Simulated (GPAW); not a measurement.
**A Li chain with a Si atom on top of one atom: transmission at several levels**

Aim: T(E), conductance and thermopower of a Li chain with a Si atom on top of one atom, and what cheaper settings cost in accuracy.

Main program and level: GPAW 26.7.0; GPAW LCAO, PAW setups; Landauer transmission from Green's functions with principal layers (ASE), zero bias.

### Step 1. The starting structure

The cell holds 12 atoms: 11 Li and 1 Si. Its edges and angles: a = 9.000 Å, b = 9.000 Å, c = 32.450 Å, α = 90.0°, β = 90.0°, γ = 90.0°. Regions: left lead, 5 atoms (5 Li); channel, 2 atoms (1 Li and 1 Si); right lead, 5 atoms (5 Li). Vacuum lies along a and b. The structure is stacked along c, and the current runs across the ab planes.

### Step 2. Double-zeta polarised basis

Localised orbitals split the wire into layers that couple to their neighbours alone, which is what the Green's function method needs; double zeta with polarisation is the usual level for numbers.

Input file run.py:

```python
import json
import numpy as np
from ase import Atoms
from ase.transport.calculators import TransportCalculator
from gpaw import GPAW, FermiDirac
from gpaw.lcao.tools import get_lcao_hamiltonian
from scipy.linalg import eigh

# The junction with lead layers at both ends, along the third cell vector
device = Atoms(
    ['Li', 'Li', 'Li', 'Li', 'Li', 'Li', 'Si', 'Li', 'Li', 'Li', 'Li', 'Li'],
    positions=[
        [4.50000, 4.50000, 1.47500],
        [4.50000, 4.50000, 4.42500],
        [4.50000, 4.50000, 7.37500],
        [4.50000, 4.50000, 10.32500],
        [4.50000, 4.50000, 13.27500],
        [4.50000, 4.50000, 16.22500],
        [6.89220, 4.50000, 16.22500],
        [4.50000, 4.50000, 19.17500],
        [4.50000, 4.50000, 22.12500],
        [4.50000, 4.50000, 25.07500],
        [4.50000, 4.50000, 28.02500],
        [4.50000, 4.50000, 30.97500]],
    cell=[[9.0, 0.0, 0.0], [0.0, 9.0, 0.0], [0.0, 0.0, 32.45]],
    pbc=True)

# One principal layer of the lead: the first 3 atoms of the device
lead = Atoms(
    ['Li', 'Li', 'Li'],
    positions=[
        [4.50000, 4.50000, 1.47500],
        [4.50000, 4.50000, 4.42500],
        [4.50000, 4.50000, 7.37500]],
    cell=[[9.0, 0.0, 0.0], [0.0, 9.0, 0.0], [0.0, 0.0, 8.85]],
    pbc=True)

settings = dict(mode='lcao', basis='dzp', xc='PBE', h=0.2,
                occupations=FermiDirac(0.1), maxiter=250,
                mixer=dict(beta=0.1, nmaxold=8, weight=100.0),
                convergence=dict(density=0.0001))
energies = np.arange(-2, 2 + 1e-9, 0.05)
eta = 0.0001
n1, n2 = 1, 1
# k and -k transmit alike, so half of the mesh across the current serves
mesh = [(i, j) for i in range(n1) for j in range(n2) if (i, j) <= (-i % n1, -j % n2)]
weights = np.array([1 if (i, j) == (-i % n1, -j % n2) else 2 for i, j in mesh]) / (n1 * n2)

# [... helper functions left out ...]
fermi_lead = ground_state(lead, (1, 1, 13), 'lead.txt')
fermi_device = ground_state(device, (1, 1, 3), 'device.txt')
# [... loop over the mesh left out, but for ...]
        # Shift the lead onto the potential of the device's first layer
        shift = ((H[:, 0, 0] - H0[:, 0, 0]) / S0[0, 0]).real.mean()
# [...]
kT = 8.617333e-5 * 500
bias = [0.1, 0.2, 0.5, 1.0, 1.5, 2.0]
# [... integrals and printing left out ...]
```

Run with:

```console
$ OMP_NUM_THREADS=1 OPENBLAS_NUM_THREADS=1 python run.py
```

Output:

```text
basis functions: device 68, principal layer 15
Fermi level: lead -2.7382 eV, device -2.6994 eV; lead shifted by 0.0005 eV
largest coupling past the next layer 1.28e-08 eV, largest misfit of the first layer 0.011 eV
  E-E_F (eV)   T (one spin)  [channel counts left out]
    -2.000    1.1649e-15
    -1.950    1.1458e-15
    -1.900    1.1261e-15
    -1.850    1.1058e-15
    -1.800    1.0851e-15
    -1.750    1.0638e-15
    -1.700    1.0420e-15
    -1.650    1.0196e-15
    -1.600    9.9663e-16
    -1.550    9.7298e-16
    -1.500    9.4856e-16
    -1.450    9.2325e-16
    -1.400    8.9679e-16
    -1.350    8.6876e-16
    -1.300    8.3839e-16
    -1.250    8.0431e-16
[...]
1.650    5.2126e-01
     1.700    5.0111e-01
     1.750    4.8476e-01
     1.800    4.7093e-01
     1.850    4.5843e-01
     1.900    4.4606e-01
     1.950    4.3259e-01
     2.000    4.1659e-01
conductance at 500 K: 0.52322 G0 a cell; thermopower 6.43 uV/K
current from the zero-bias T(E) at 0.1 V: 4.0512 uA
current from the zero-bias T(E) at 0.2 V: 8.0861 uA
current from the zero-bias T(E) at 0.5 V: 19.917 uA
current from the zero-bias T(E) at 1.0 V: 37.713 uA
current from the zero-bias T(E) at 1.5 V: 51.877 uA
current from the zero-bias T(E) at 2.0 V: 66.177 uA
```

Wall time 28 s (1 thread of Arm Neoverse V2, shared host); peak memory 0.97 GiB.

Numbers from this step:

- conductance: 0.5232 G₀
- thermopower: 6.430 μV/K
- largest coupling past the next principal layer: 1.28e-8 eV
- largest misfit of the first principal layer: 0.01109 eV
- shift that aligns the lead: 4.61e-4 eV
- basis functions of the junction: 68
- basis functions of a principal layer: 15
- transmission at the Fermi level (one spin): 0.5259

One spin. Transmission, zone mean against energy, zero at the Fermi level:

energy (eV), transmission, zone mean and a bar:
```
    -2.00      0.000 
    -1.85      0.000 
    -1.70      0.000 
    -1.60      0.000 
    -1.45      0.000 
    -1.30      0.000 
    -1.15      0.000 
    -1.05      0.000 
    -0.90      0.000 
    -0.75      0.002 
    -0.60      0.262 ########
    -0.50      0.374 ###########
    -0.35      0.495 ###############
    -0.20      0.557 #################
    -0.15      0.559 #################
    -0.05      0.542 ################
     0.00      0.526 ################
     0.05      0.508 ###############
     0.20      0.461 ##############
     0.35      0.445 #############
     0.50      0.466 ##############
     0.60      0.499 ###############
     0.75      0.593 ##################
     0.90      0.749 #######################
     1.05      0.942 ############################
     1.15      0.998 ##############################
     1.30      0.866 ##########################
     1.45      0.668 ####################
     1.60      0.547 ################
     1.70      0.501 ###############
     1.85      0.458 ##############
     2.00      0.417 #############
```

Not self-consistent under bias; the bias window is split evenly. The current through one cell, from the zero-bias transmission by bias:

```tsv
bias (V)	current through one cell, from the zero-bias transmission (μA)
0.100	4.05
0.200	8.09
0.500	19.9
1.000	37.7
1.500	51.9
2.000	66.2
```

Table of transmission of the three most open eigenchannels by energy, zero at the Fermi level:

```tsv
energy (eV)	channel 1	channel 2 = channel 3
-2.00	0	0
-1.90	0	0
-1.80	0	0
-1.70	0	0
-1.55	0	0
-1.45	0	0
-1.35	0	0
-1.25	0	0
-1.15	0	0
-1.05	0	0
-0.90	0	0
-0.80	2.5e-10	0
-0.70	0.0873	0
-0.60	0.262	0
-0.50	0.374	0
-0.40	0.459	0
-0.25	0.545	0
-0.15	0.559	0
-0.05	0.542	0
0.00	0.526	0
0.05	0.508	0
0.15	0.474	0
0.25	0.452	0
0.40	0.448	0
0.50	0.466	0
0.60	0.499	0
0.70	0.556	0
0.80	0.637	0
0.90	0.749	0
1.05	0.942	0
1.15	0.998	0
1.25	0.931	0
1.35	0.795	0
1.45	0.668	0
1.55	0.579	0
1.70	0.501	0
1.80	0.471	0
1.90	0.446	0
2.00	0.417	0
```

Couplings past the next layer reach 1.3e-8 eV, small enough to drop; the matrix elements of the cell's first layer differ from the bulk lead's by up to 0.011 eV. That layer keeps its own values in the calculation, and only beyond it is the lead taken as perfect. The Fermi levels of lead and junction count from different zeros of potential, one for each periodic cell; with both set to zero, the small remaining shift is what aligns them. By hand: G = 0.5232 × 77.48 μS = 40.5 μS, a resistance of 24.7 kΩ; at 0.1 V a linear junction would pass 4.05 μA, and the integral over the bias window gives 4.05 μA. Mott's formula, S = -(π²/3)(k_B²T/e) d ln T/dE, has the prefactor 12.2 μV/K·eV at 500 K; T = 0.5418 at -0.05 eV and 0.5081 at 0.05 eV give a slope of -0.643 per eV and S = 7.85 μV/K, beside 6.43 μV/K from the thermal integral, which interpolates the same grid.

### Step 3. Single-zeta polarised basis

One radial function a shell plus polarisation makes the matrices smaller; the question is what that costs.

Edit run.py of step 2 so:

```diff
@@ -37,3 +37,3 @@
 
-settings = dict(mode='lcao', basis='dzp', xc='PBE', h=0.2,
+settings = dict(mode='lcao', basis='szp(dzp)', xc='PBE', h=0.2,
                 occupations=FermiDirac(0.1), maxiter=250,
```

Output:

```text
basis functions: device 53, principal layer 12
Fermi level: lead -2.8434 eV, device -2.7705 eV; lead shifted by 0.0001 eV
largest coupling past the next layer 1.26e-08 eV, largest misfit of the first layer 0.011 eV
  E-E_F (eV)   T (one spin)  [channel counts left out]
    -2.000    3.3449e-20
    -1.950    3.1245e-20
    -1.900    2.9075e-20
    -1.850    2.6940e-20
    -1.800    2.4839e-20
    -1.750    2.2771e-20
    -1.700    2.0730e-20
    -1.650    1.8706e-20
    -1.600    1.6684e-20
    -1.550    1.4633e-20
    -1.500    1.2505e-20
    -1.450    1.0215e-20
    -1.400    7.6158e-21
    -1.350    4.4937e-21
    -1.300    7.9800e-22
    -1.250   -1.3191e-21
[...]
1.650    6.1999e-01
     1.700    5.9055e-01
     1.750    5.6483e-01
     1.800    5.4163e-01
     1.850    5.1970e-01
     1.900    4.9773e-01
     1.950    4.7426e-01
     2.000    4.4758e-01
conductance at 500 K: 0.54635 G0 a cell; thermopower 3.678 uV/K
current from the zero-bias T(E) at 0.1 V: 4.2296 uA
current from the zero-bias T(E) at 0.2 V: 8.4372 uA
current from the zero-bias T(E) at 0.5 V: 20.685 uA
current from the zero-bias T(E) at 1.0 V: 38.237 uA
current from the zero-bias T(E) at 1.5 V: 51.705 uA
current from the zero-bias T(E) at 2.0 V: 66.278 uA
```

Wall time 25 s (1 thread); peak memory 0.96 GiB.

Numbers from this step:

```
conductance                                    : 0.5464 G₀
thermopower                                    : 3.678 μV/K
largest coupling past the next principal layer : 1.26e-8 eV
largest misfit of the first principal layer    : 0.01125 eV
shift that aligns the lead                     : 8.73e-5 eV
basis functions of the junction                : 53
basis functions of a principal layer           : 12
transmission at the Fermi level (one spin)     : 0.5499
```

One spin. Transmission, zone mean against energy, zero at the Fermi level:

```tsv
energy (eV)	transmission, zone mean
-2.00	0
-1.85	0
-1.70	0
-1.60	0
-1.45	0
-1.30	0
-1.15	0
-1.05	0
-0.90	0
-0.75	0.918
-0.60	0.105
-0.50	0.269
-0.35	0.454
-0.20	0.553
-0.05	0.560
0.00	0.550
0.05	0.537
0.20	0.502
0.35	0.490
0.50	0.508
0.60	0.537
0.75	0.614
0.90	0.739
1.05	0.904
1.15	0.986
1.20	0.998
1.30	0.952
1.45	0.793
1.60	0.654
1.70	0.591
1.85	0.520
2.00	0.448
```

Not self-consistent under bias; the bias window is split evenly. The current through one cell, from the zero-bias transmission by bias:

```tsv
bias (V)	current through one cell, from the zero-bias transmission (μA)
0.100	4.23
0.200	8.44
0.500	20.7
1.000	38.2
1.500	51.7
2.000	66.3
```

The transmission of the three most open eigenchannels by energy, zero at the Fermi level:

```tsv
energy (eV)	channel 1	channel 2 = channel 3
-2.00	0	0
-1.90	0	0
-1.80	0	0
-1.70	0	0
-1.55	0	0
-1.45	0	0
-1.35	0	0
-1.25	0	0
-1.15	0	0
-1.05	0	0
-0.90	0	0
-0.80	3.2e-10	0
-0.70	0.0240	0
-0.60	0.105	0
-0.50	0.269	0
-0.40	0.399	0
-0.25	0.531	0
-0.15	0.564	0
-0.05	0.560	0
0.00	0.550	0
0.05	0.537	0
0.15	0.512	0
0.25	0.495	0
0.40	0.493	0
0.50	0.508	0
0.60	0.537	0
0.70	0.584	0
0.80	0.649	0
0.90	0.739	0
1.05	0.904	0
1.15	0.986	0
1.25	0.986	0
1.35	0.904	0
1.45	0.793	0
1.55	0.694	0
1.70	0.591	0
1.80	0.542	0
1.90	0.498	0
2.00	0.448	0
```

The conductance, 0.546 G₀, lies 4.4 % above that of the dzp run.

### Step 4. Minimal basis

The minimal basis is the cheapest rung: no second zeta and no polarisation.

Edit run.py of step 3 so:

```diff
@@ -37,3 +37,3 @@
 
-settings = dict(mode='lcao', basis='szp(dzp)', xc='PBE', h=0.2,
+settings = dict(mode='lcao', basis='sz(dzp)', xc='PBE', h=0.2,
                 occupations=FermiDirac(0.1), maxiter=250,
```

Output:

```text
basis functions: device 15, principal layer 3
Fermi level: lead -2.6879 eV, device -2.6214 eV; lead shifted by 0.0000 eV
largest coupling past the next layer 1.25e-08 eV, largest misfit of the first layer 0.007 eV
  E-E_F (eV)   T (one spin)  [channel counts left out]
    -2.000    1.9450e-20
    -1.950    1.6732e-20
    -1.900    1.4018e-20
[...]
1.950    9.8659e-01
     2.000    9.8663e-01
conductance at 500 K: 0.73791 G0 a cell; thermopower 0.9975 uV/K
current from the zero-bias T(E) at 0.1 V: 5.715 uA
current from the zero-bias T(E) at 0.2 V: 11.416 uA
current from the zero-bias T(E) at 0.5 V: 28.307 uA
current from the zero-bias T(E) at 1.0 V: 55.309 uA
current from the zero-bias T(E) at 1.5 V: 81.647 uA
current from the zero-bias T(E) at 2.0 V: 109.59 uA
```

Wall time 19 s (1 thread); peak memory 0.9 GiB.

Numbers from this step:

```yaml
conductance: 0.7379 G₀
largest_coupling_past_the_next_principal_layer: 1.25e-8 eV
largest_misfit_of_the_first_principal_layer: 0.006822 eV
shift_that_aligns_the_lead: 4.07e-5 eV
basis_functions_of_the_junction: 15
basis_functions_of_a_principal_layer: 3
transmission_at_the_fermi_level_one_spin: 0.7403
```

The conductance, 0.738 G₀, lies 41 % above that of the dzp run.

### Step 5. RPBE in the dzp basis: xc = "RPBE"

Back in the dzp basis, the functional changes from PBE to RPBE, to set the spread between functionals beside that between bases.

Edit run.py of step 4 so:

```diff
@@ -37,3 +37,3 @@
 
-settings = dict(mode='lcao', basis='sz(dzp)', xc='PBE', h=0.2,
+settings = dict(mode='lcao', basis='dzp', xc='RPBE', h=0.2,
                 occupations=FermiDirac(0.1), maxiter=250,
```

Output:

```text
basis functions: device 68, principal layer 15
Fermi level: lead -2.7220 eV, device -2.6786 eV; lead shifted by 0.0005 eV
largest coupling past the next layer 1.35e-08 eV, largest misfit of the first layer 0.011 eV
  E-E_F (eV)   T (one spin)  [channel counts left out]
    -2.000    1.2455e-15
    -1.950    1.2253e-15
    -1.900    1.2046e-15
[...]
1.950    4.6528e-01
     2.000    4.5345e-01
conductance at 500 K: 0.51853 G0 a cell; thermopower 6.957 uV/K
current from the zero-bias T(E) at 0.1 V: 4.0153 uA
current from the zero-bias T(E) at 0.2 V: 8.0172 uA
current from the zero-bias T(E) at 0.5 V: 19.787 uA
current from the zero-bias T(E) at 1.0 V: 37.645 uA
current from the zero-bias T(E) at 1.5 V: 52.012 uA
current from the zero-bias T(E) at 2.0 V: 66.351 uA
```

Elapsed: 27 s, on 1 thread; peak memory 0.97 GiB.

Numbers from this step:

```yaml
conductance: 0.5185 G₀
thermopower: 6.957 μV/K
largest_coupling_past_the_next_principal_layer: 1.35e-8 eV
largest_misfit_of_the_first_principal_layer: 0.01140 eV
shift_that_aligns_the_lead: 5.22e-4 eV
basis_functions_of_the_junction: 68
basis_functions_of_a_principal_layer: 15
transmission_at_the_fermi_level_one_spin: 0.5207
```

The conductance, 0.519 G₀, lies 0.9 % below that of the dzp run.

### Step 6. All levels side by side

Times are for 1 thread of Arm Neoverse V2, shared host. The runs compared:

```tsv
no.	run	conductance (G₀)	time	memory (GiB)
1	dzp	0.5232	28 s	0.97
2	szp	0.5464	25 s	0.96
3	sz	0.7379	19 s	0.9
4	dzp RPBE	0.5185	27 s	0.97
```

### Step 7. The levels side by side

The curves are compared point by point over the common energies.

This step: comparison of transmission and cost over codes and levels (GPAW 26.7.0).

Ladder, by row:

```tsv
step	code	T at the Fermi level (sum over the listed spins)	conductance (G0)	r.m.s. T(E) from the first	wall time (s)	peak memory (GiB)	threads
dzp	GPAW	0.5259	0.5232	0	27.53	0.97	1
szp	GPAW	0.5499	0.5464	0.1162	25.44	0.96	1
sz	GPAW	0.7403	0.7379	0.3108	19	0.9	1
dzp-RPBE	GPAW	0.5207	0.5185	0.01056	26.55	0.97	1
```

The transmission, zone mean, sum over the listed spins by energy, zero at the Fermi level:

```tsv
energy (eV)	dzp	szp	sz	dzp-RPBE
-2.00	0	0	0	0
-1.85	0	0	0	0
-1.70	0	0	0	0
-1.50	0	0	0	0
-1.35	0	0	0	0
-1.20	0	0	0	0
-1.05	0	0	2.5e-7	0
-0.90	1.5e-14	3.0e-14	0.612	2.0e-14
-0.70	0.0873	0.0240	0.559	0.112
-0.55	0.322	0.190	0.603	0.334
-0.40	0.459	0.399	0.671	0.467
-0.25	0.545	0.531	0.724	0.549
-0.15	0.559	0.564	0.741	0.559
-0.10	0.554	0.565	0.744	0.551
0.00	0.526	0.550	0.740	0.521
0.10	0.490	0.524	0.729	0.484
0.25	0.452	0.495	0.712	0.446
0.40	0.448	0.493	0.712	0.443
0.55	0.481	0.522	0.740	0.479
0.70	0.556	0.584	0.798	0.556
0.90	0.749	0.739	0.901	0.750
1.05	0.942	0.904	0.962	0.942
1.15	0.998	0.986	0.986	0.998
1.20	0.979	0.998	0.992	0.980
1.35	0.795	0.904	0.999	0.803
1.50	0.619	0.741	0.995	0.633
1.70	0.501	0.591	0.990	0.522
1.85	0.458	0.520	0.987	0.485
2.00	0.417	0.448	0.987	0.453
```

### Step 8. Grid spacing 0.3, SCF mesh 1×1×1

The real-space grid carries density and potential; a coarse one breaks translation symmetry along the lead and scatters electrons that should pass. The SCF mesh sets the Fermi level of the repeated cell.

This step: GPAW LCAO, PAW setups; Landauer transmission from Green's functions with principal layers (ASE), zero bias (GPAW 26.7.0).

Edit run.py of step 5 so:

```diff
@@ -37,3 +37,3 @@
 
-settings = dict(mode='lcao', basis='dzp', xc='RPBE', h=0.2,
+settings = dict(mode='lcao', basis='dzp', xc='PBE', h=0.3,
                 occupations=FermiDirac(0.1), maxiter=250,
@@ -50,3 +50,3 @@
 fermi_lead = ground_state(lead, (1, 1, 13), 'lead.txt')
-fermi_device = ground_state(device, (1, 1, 3), 'device.txt')
+fermi_device = ground_state(device, (1, 1, 1), 'device.txt')
 # [... loop over the mesh left out, but for ...]
```

Output:

```text
basis functions: device 68, principal layer 15
Fermi level: lead -2.7385 eV, device -2.7147 eV; lead shifted by 0.0176 eV
largest coupling past the next layer 1.28e-08 eV, largest misfit of the first layer 0.012 eV
  E-E_F (eV)   T (one spin)  [channel counts left out]
    -2.000    1.1721e-15
    -1.950    1.1531e-15
    -1.900    1.1336e-15
    -1.850    1.1136e-15
    -1.800    1.0930e-15
    -1.750    1.0720e-15
    -1.700    1.0503e-15
    -1.650    1.0282e-15
    -1.600    1.0054e-15
    -1.550    9.8195e-16
    -1.500    9.5781e-16
    -1.450    9.3282e-16
    -1.400    9.0678e-16
    -1.350    8.7932e-16
    -1.300    8.4982e-16
    -1.250    8.1715e-16
[...]
1.650    5.2748e-01
     1.700    5.0691e-01
     1.750    4.9043e-01
     1.800    4.7671e-01
     1.850    4.6457e-01
     1.900    4.5283e-01
     1.950    4.4029e-01
     2.000    4.2561e-01
conductance at 500 K: 0.53271 G0 a cell; thermopower 6.448 uV/K
current from the zero-bias T(E) at 0.1 V: 4.1238 uA
current from the zero-bias T(E) at 0.2 V: 8.2262 uA
current from the zero-bias T(E) at 0.5 V: 20.19 uA
current from the zero-bias T(E) at 1.0 V: 37.988 uA
current from the zero-bias T(E) at 1.5 V: 52.18 uA
current from the zero-bias T(E) at 2.0 V: 66.366 uA
```

It took 9 s on 1 thread; peak memory 0.34 GiB.

The run finished with changed settings (h = 0.3 and scf_mesh = [1, 1, 1]); it serves as a test.

Side by side:

```tsv
quantity	this run	sound run	difference
conductance (G₀)	0.53271	0.52322	0.00949
thermopower (μV/K)	6.4479	6.4301	0.0178
largest coupling past the next principal layer (eV)	1.280e-8	1.280e-8	-1.5e-12
largest misfit of the first principal layer (eV)	0.011829	0.011086	7.4e-4
shift that aligns the lead (eV)	0.017622	4.613e-4	0.0172
transmission at the Fermi level (one spin)	0.53633	0.52588	0.0105
```

(Continued in part 2 of 2.)

[Logs are printed without paths, hosts, clocks, repeated set-up lines and the standing remarks that a program may print on its own settings, such as how far it seeks lower states.]

[Hosts, paths, dates, database ids (printed as entryN), source tags and the programs' standing remarks are cut or masked in the printed files.]
